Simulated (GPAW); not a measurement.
## Al2Pt: optical spectrum from first principles

Aim: the dielectric function of Al2Pt, and the optical constants that follow from it. The cell comes from an older database entry, whose edges can differ from later determinations, mostly by under a per cent.

Main program and level: GPAW 26.7.0; DFT, PBE, plane-wave PAW (GPAW data sets), scalar-relativistic, RPA, optical limit.

The database entry behind the starting cell differs from later determinations by our own check (0.1 to 0.3 % short, probably kX units), so it need not match the best structure at ambient conditions.

## (1) The structure

The structure is cubic, space group Fm-3m (No. 225). The conventional cell has a = 5.910 Å, b = 5.910 Å, c = 5.910 Å, α = 90.00°, β = 90.00°, γ = 90.00°. Nearest to Pt lie 8 Al at 2.56 Å. Nearest to Al lie 4 Pt at 2.56 Å. Farther neighbours are not listed.

## (2) Ground state

First the ground state: is it a metal or has it a gap?

This step: DFT, PBE, plane-wave PAW (GPAW data sets), scalar-relativistic, ground state (GPAW 26.7.0).

gs.py

```python
from ase import Atoms
from ase.dft.bandgap import bandgap
from gpaw import GPAW, PW, FermiDirac

atoms = Atoms(['Pt', 'Al', 'Al'],
              cell=[[0.000000000000, 2.955000000000, 2.955000000000],
                    [2.955000000000, 0.000000000000, 2.955000000000],
                    [2.955000000000, 2.955000000000, 0.000000000000]],
              scaled_positions=[[0.000000000000, 0.000000000000, 0.000000000000],
                                [0.750000000000, 0.750000000000, 0.750000000000],
                                [0.250000000000, 0.250000000000, 0.250000000000]],
              pbc=[True, True, True])
atoms.calc = GPAW(mode=PW(500), xc='PBE', kpts={'size': (7, 7, 7), 'gamma': True},
                  occupations=FermiDirac(0.05), maxiter=150, txt='gs.txt')
print('energy (eV)', atoms.get_potential_energy())
print('Fermi level (eV)', atoms.calc.get_fermi_level())
print('valence electrons', atoms.calc.get_number_of_electrons())
print('gap (eV)', bandgap(atoms.calc, output=None)[0])
print('direct gap (eV)', bandgap(atoms.calc, direct=True, output=None)[0])
atoms.calc.write('gs.gpw')
```

The run is started by

```bash
OMP_NUM_THREADS=1 python gs.py
```

Numbers of over 12 decimals in the logs are rounded to 6 here.

Log:

```text
__  _  _
 | _ |_)|_||  |
 |__||  | ||/\| - 26.7.0

Versions:
  Python: 3.12.14
  ASE:    3.29.0
  Numpy:  2.5.5
  Scipy:  1.18.1
  Libxc:  7.0.0

Input parameters:
  mode=PW(ecut=500.0),
  kpts=MonkhorstPack(size=(7, 7, 7), gamma=True),
  maxiter=150,
  occupations=Occupations(name='fermi-dirac', width=0.05, fixmagmom=False),
  xc=XC(name='PBE')

Diagonalizing LCAO Hamiltonian
Converting LCAO to pw mode

                     Al

            Al

       Pt

Atoms  # Å, Bohr magnetons
|   | symbol |        x |        y |        z |    initial magnetic moments |
| 0 |     Pt | 0.000000 | 0.000000 | 0.000000 | ( 0.0000,  0.0000,  0.0000) |
| 1 |     Al | 4.432500 | 4.432500 | 4.432500 | ( 0.0000,  0.0000,  0.0000) |
| 2 |     Al | 1.477500 | 1.477500 | 1.477500 | ( 0.0000,  0.0000,  0.0000) |

Unit cell  # Å
| periodic |        x |        y |        z |  lengths |    angles |
|      yes | 0.000000 | 2.955000 | 2.955000 | 4.179001 | 60.000000 |
|      yes | 2.955000 | 0.000000 | 2.955000 | 4.179001 | 60.000000 |
|      yes | 2.955000 | 2.955000 | 0.000000 | 4.179001 | 60.000000 |

Number of symmetries: 48
Symmetry operations  # r_c * U_cc + t_c -> r_c
|    | kind |            matrix            |
|  0 |  σ   |  1, 0, 0,  1, 0,-1,  1,-1, 0 |
|  1 |  C2  |  1, 0, 0,  1,-1, 0,  1, 0,-1 |
|  2 |  E   |  1, 0, 0,  0, 1, 0,  0, 0, 1 |
|  3 |  σ   |  1, 0, 0,  0, 0, 1,  0, 1, 0 |
|  4 |  C4  |  1, 0,-1,  1, 0, 0,  1,-1, 0 |
|  5 |  S6  |  1, 0,-1,  1,-1, 0,  1, 0, 0 |
|  6 |  σ   |  1, 0,-1,  0, 1,-1,  0, 0,-1 |
|  7 |  C3  |  1, 0,-1,  0, 0,-1,  0, 1,-1 |
|  8 |  S6  |  1,-1, 0,  1, 0, 0,  1, 0,-1 |
|  9 |  C4  |  1,-1, 0,  1, 0,-1,  1, 0, 0 |
| 10 |  C3  |  1,-1, 0,  0,-1, 1,  0,-1, 0 |
| 11 |  σ   |  1,-1, 0,  0,-1, 0,  0,-1, 1 |
| 12 |  σ   |  0, 1, 0,  1, 0, 0,  0, 0, 1 |
| 13 |  C4  |  0, 1, 0,  0, 1,-1, -1, 1, 0 |
| 14 |  C3  |  0, 1, 0,  0, 0, 1,  1, 0, 0 |
| 15 |  S6  |  0, 1, 0, -1, 1, 0,  0, 1,-1 |
| 16 |  C2  |  0, 1,-1,  1, 0,-1,  0, 0,-1 |
| 17 |  σ   |  0, 1,-1,  0, 1, 0, -1, 1, 0 |
| 18 |  S4  |  0, 1,-1,  0, 0,-1,  1, 0,-1 |
| 19 |  C4  |  0, 1,-1, -1, 1, 0,  0, 1, 0 |
| 20 |  C3  |  0, 0, 1,  1, 0, 0,  0, 1, 0 |
| 21 |  σ   |  0, 0, 1,  0, 1, 0,  1, 0, 0 |
| 22 |  S6  |  0, 0, 1,  0,-1, 1, -1, 0, 1 |
| 23 |  C4  |  0, 0, 1, -1, 0, 1,  0,-1, 1 |
| 24 |  S4  |  0, 0,-1,  1, 0,-1,  0, 1,-1 |
| 25 |  C3  |  0, 0,-1,  0, 1,-1,  1, 0,-1 |
| 26 |  C2  |  0, 0,-1,  0,-1, 0, -1, 0, 0 |
| 27 |  S6  |  0, 0,-1, -1, 0, 0,  0,-1, 0 |
| 28 |  S4  |  0,-1, 1,  1,-1, 0,  0,-1, 0 |
| 29 |  C4  |  0,-1, 1,  0, 0, 1, -1, 0, 1 |
| 30 |  C2  |  0,-1, 1,  0,-1, 0,  1,-1, 0 |
| 31 |  σ   |  0,-1, 1, -1, 0, 1,  0, 0, 1 |
| 32 |  C3  |  0,-1, 0,  1,-1, 0,  0,-1, 1 |
| 33 |  S6  |  0,-1, 0,  0, 0,-1, -1, 0, 0 |
| 34 |  S4  |  0,-1, 0,  0,-1, 1,  1,-1, 0 |
| 35 |  C2  |  0,-1, 0, -1, 0, 0,  0, 0,-1 |
| 36 |  C2  | -1, 1, 0,  0, 1, 0,  0, 1,-1 |
| 37 |  S6  | -1, 1, 0,  0, 1,-1,  0, 1, 0 |
| 38 |  S4  | -1, 1, 0, -1, 0, 1, -1, 0, 0 |
| 39 |  C3  | -1, 1, 0, -1, 0, 0, -1, 0, 1 |
| 40 |  S6  | -1, 0, 1,  0, 0, 1,  0,-1, 1 |
| 41 |  C2  | -1, 0, 1,  0,-1, 1,  0, 0, 1 |
| 42 |  C3  | -1, 0, 1, -1, 1, 0, -1, 0, 0 |
| 43 |  S4  | -1, 0, 1, -1, 0, 0, -1, 1, 0 |
| 44 |  C2  | -1, 0, 0,  0, 0,-1,  0,-1, 0 |
| 45 |  i   | -1, 0, 0,  0,-1, 0,  0, 0,-1 |
| 46 |  σ   | -1, 0, 0, -1, 1, 0, -1, 0, 1 |
| 47 |  C2  | -1, 0, 0, -1, 0, 1, -1, 1, 0 |

BZ-sampling:
  Number of BZ points: 343
  Number of IBZ points: 20

  Monkhorst-Pack size: [7, 7, 7]
  Monkhorst-Pack shift: [0, 0, 0]

K-points  # in reciprocal-cell coordinates
|     |                                coordinates |     weight |
|   0 | (  0.00000000,   0.00000000,   0.00000000) | 0.00291545 |
|   1 | (  0.14285714,   0.14285714,   0.00000000) | 0.01749271 |
|   2 | (  0.14285714,   0.14285714,   0.14285714) | 0.02332362 |
|   3 | (  0.28571429,   0.14285714,   0.14285714) | 0.03498542 |
|   4 | (  0.28571429,   0.28571429,   0.00000000) | 0.01749271 |
|   5 | (  0.28571429,   0.28571429,   0.14285714) | 0.06997085 |
|   6 | (  0.28571429,   0.28571429,   0.28571429) | 0.02332362 |
|   7 | (  0.42857143,  -0.28571429,  -0.28571429) | 0.03498542 |
|   8 | (  0.42857143,   0.28571429,  -0.42857143) | 0.13994169 |
|   9 | (  0.42857143,   0.28571429,  -0.28571429) | 0.06997085 |
| ... |                                            |            |
|  19 | (  0.42857143,   0.42857143,   0.42857143) | 0.02332362 |

Plane wave coefficients: 1363
Cutoff: 500.0 eV

Spin-components: 1 (collinear spins)
Bands:           18
Projectors:      16
Spin-degeneracy: 2
Datatype:        complex128

Parallelization:
  kpt:    1
  domain: 1
  band:   1

Density:
  Valence electrons: 22.0
  Components: 1
  Grid points: [24 24 24]
  Charge: 0.0  # |e|

Potential:
  Grid points: [24 24 24]

species:
  Pt:
    name:    Platinum
    id:
    Z:       78.0
    valence: 16
    core:    62
    charge:  0.0  # [|e|]
    compensation charges:
      type: gauss
      rc: 0.41  # [Å]
      lmax: 2
    cutoffs:
      filter: 2.26  # [Å]
      core: 2.26  # [Å]
    projectors
    | kind |    occ | energy [eV] | rcut [Å] |
    |   6s |  1.000 |      -5.628 |    1.307 |
    |   5p |  6.000 |     -56.051 |    1.371 |
    |   6p |  0.000 |      -0.845 |    1.371 |
    |   5d |  9.000 |      -6.153 |    1.307 |
    |    s |        |      21.583 |    1.307 |
    |    d |        |      21.058 |    1.307 |

    Using partial waves for Pt as LCAO basis

  Al:
    name:    Aluminium
    id:
    Z:       13.0
    valence: 3
    core:    10
    charge:  0.0  # [|e|]
    compensation charges:
      type: gauss
      rc: 0.34  # [Å]
      lmax: 2
    cutoffs:
      filter: 1.91  # [Å]
      core: 2.36  # [Å]
    projectors
    | kind |    occ | energy [eV] | rcut [Å] |
    |   3s |  2.000 |      -7.753 |    1.085 |
    |   3p |  1.000 |      -2.712 |    1.085 |
    |    s |        |      19.459 |    1.085 |
    |    p |        |      24.499 |    1.085 |
    |    d |        |       0.000 |    1.085 |

    Using partial waves for Al as LCAO basis

Reference energy: -513582.209297  # eV

eigensolver:
  PPCG
  Converge bands: occupied
  niter=2

density mixing:
  MSR1-Mixer
  Pratt-step length: 0.05
  Maximum mixing coefficient: 0.75
  Old densities: 10
  SVD Regularization: 0.005
  Good broyden scale: 1.0
  Trust region scale: 1.0
  Backstep threshold: 4.0
  History deletion threshold: 6.0
  Fourier metric: weight=20.0, sigma=0.015

occupation numbers:
  Fermi-Dirac:
    width: 0.0500  # eV

poisson solver:
  ecut: 4000.0  # eV

xc functional:
  name: PBE with 2 nearest neighbor stencil

convergence criteria:
- Maximum [total energy] change in last 3 cyles: 0.0005 eV / valence electron
- Maximum integral of absolute [dens]ity change: 0.0001 electrons / valence electron
- Maximum integral of absolute [eigenst]ate change: 4e-08 eV^2 / valence electron
maximum number of iterations: 150

SCF iterations
|iter     |      energy | eigst |  dens |
|iter:   1||  -17.279463 | +0.39 |       |
|iter:   2||  -17.034820 | -1.90 | -0.98 |
|iter:   3||  -16.495061 | -1.38 | -1.04 |
|iter:   4||  -16.471437 | -2.93 | -1.47 |
|iter:   5||  -16.464159 | -3.07 | -1.78 |
|iter:   6||  -16.464469c| -4.45 | -2.58 |
|iter:   7||  -16.464540c| -4.91 | -3.06 |
|iter:   8||  -16.464541c| -6.72 | -3.98 |
|iter:   9||  -16.464541c| -7.00 | -4.24c|
|iter:  10||  -16.464541c| -8.16c| -5.51c|

Converged in 10 steps
SCF loop duration: 11.682 s (1.168 s/step)
Energy contributions relative to reference atoms: (reference = -513582.209297)

Energy contributions:
  Kinetic:           2.453209
  Coulomb:          -2.335603
  Zero:             -0.411861
  External:          0.000000
  Xc:              -16.162232
  Entropy:          -0.016107
  Spinorbit:         0.000000
  ----------------------------
  Free energy:     -16.472595
  Extrapolated:    -16.464541

dipole moment: (-20.504778, -20.504778, -20.504778)  # |e|*Ang

Fermi level: 7.614
Eigenvalues  # (at kpt = [0.000, 0.000, 0.000])
| band index |      eig [eV] | occ [0-2] |
|          0 |       -45.593 |     2.000 |
|          1 |       -45.593 |     2.000 |
|          2 |       -45.593 |     2.000 |
|          3 |        -2.576 |     2.000 |
|          4 |         2.583 |     2.000 |
|          5 |         2.583 |     2.000 |
|          6 |         2.583 |     2.000 |
|          7 |         3.900 |     2.000 |
|          8 |         3.900 |     2.000 |
|          9 |        10.595 |     0.000 |
|         10 |        11.464 |     0.000 |
|         11 |        11.464 |     0.000 |
|         12 |        11.464 |     0.000 |
|         13 |        13.009 |     0.000 |
|         14 |        13.009 |     0.000 |
|         15 |        13.009 |     0.000 |
|         16 |        13.984 |     0.000 |
|         17 |        13.984 |     0.000 |

No gap
No difference between direct/indirect transitions

--- standard output ---
energy (eV) -16.464541
Fermi level (eV) 7.614044
valence electrons 22.0
gap (eV) 0.0
direct gap (eV) 0.0
```

Wall time 14 s (1 thread of Arm Neoverse V1, shared host); peak memory 0.15 GiB.

Numbers from this step:

- energy: -16.46 eV
- Fermi energy: 7.614 eV
- electrons: 22

There are states at the Fermi level within the smearing, so the occupations stay smeared and the carriers get a Drude term.

## (3) Bands for the response

At the fixed density, many empty bands are solved on the mesh of the response, since the spectrum sums over them.

This step: DFT, PBE, plane-wave PAW (GPAW data sets), scalar-relativistic, bands at fixed density (GPAW 26.7.0).

nscf.py

```python
from ase.dft.bandgap import bandgap
from gpaw import GPAW, FermiDirac

calc = GPAW('gs.gpw').fixed_density(kpts={'size': (13, 13, 13), 'gamma': True}, nbands=43, convergence={'bands': 37},
                                    occupations=FermiDirac(0.05), txt='nscf.txt')
print('gap (eV)', bandgap(calc, output=None)[0])
print('direct gap (eV)', bandgap(calc, direct=True, output=None)[0])
print('top band over the Fermi level (eV)', min(calc.get_eigenvalues(kpt=k)[36] for k in range(len(calc.get_ibz_k_points()))) - calc.get_fermi_level())
calc.write('full.gpw', mode='all')
```

The run is started by

```bash
OMP_NUM_THREADS=1 python nscf.py
```

Log:

```text
Diagonalizing LCAO Hamiltonian
Converting LCAO to pw mode
convergence criteria:
- Maximum integral of absolute [eigenst]ate change: 4e-08 eV^2 / valence electron
maximum number of iterations: 150

SCF iterations
|iter     |      energy | eigst |  dens |
|iter:   1||             | +3.40 |       |
|iter:   2||             | +1.88 |       |
|iter:   3||             | +0.98 |       |
|iter:   4||             | -0.02 |       |
|iter:   5||             | -0.88 |       |
|iter:   6||             | -1.72 |       |
|iter:   7||             | -2.49 |       |
|iter:   8||             | -3.29 |       |
|iter:   9||             | -4.09 |       |
|iter:  10||             | -4.90 |       |
|iter:  11||             | -5.69 |       |
|iter:  12||             | -6.46 |       |
|iter:  13||             | -7.10 |       |
|iter:  14||             | -7.59c|       |
SCF steps: 14
  __  _  _
 | _ |_)|_||  |
 |__||  | ||/\| - 26.7.0

Versions:
  Python: 3.12.14
  ASE:    3.29.0
  Numpy:  2.5.5
  Scipy:  1.18.1
  Libxc:  7.0.0

Input parameters:
  mode=PW(ecut=500.0),
  convergence={'bands': 37},
  gpts=array([24, 24, 24]),
  kpts=MonkhorstPack(size=(13, 13, 13), gamma=True),
  maxiter=150,
  nbands=43,
  occupations=Occupations(name='fermi-dirac', width=0.05, fixmagmom=False),
  parallel={},
  xc=XC(name='PBE')

--- standard output ---
gap (eV) 0.0
direct gap (eV) 0.0
top band over the Fermi level (eV) 27.408149
```

The job ended after 2.5 min (1 thread; peak memory 0.25 GiB).

(Part 1 of 2 ends here.)

[Machine, clock and banner lines and Python warnings are left out of the logs.]

[Logs are printed without paths, hosts, clocks, repeated set-up lines and the standing remarks that a program may print on its own settings, such as how far it seeks lower states.]

[Hosts, paths, dates, database ids (printed as entryN), source tags and the programs' standing remarks are cut or masked in the printed files.]
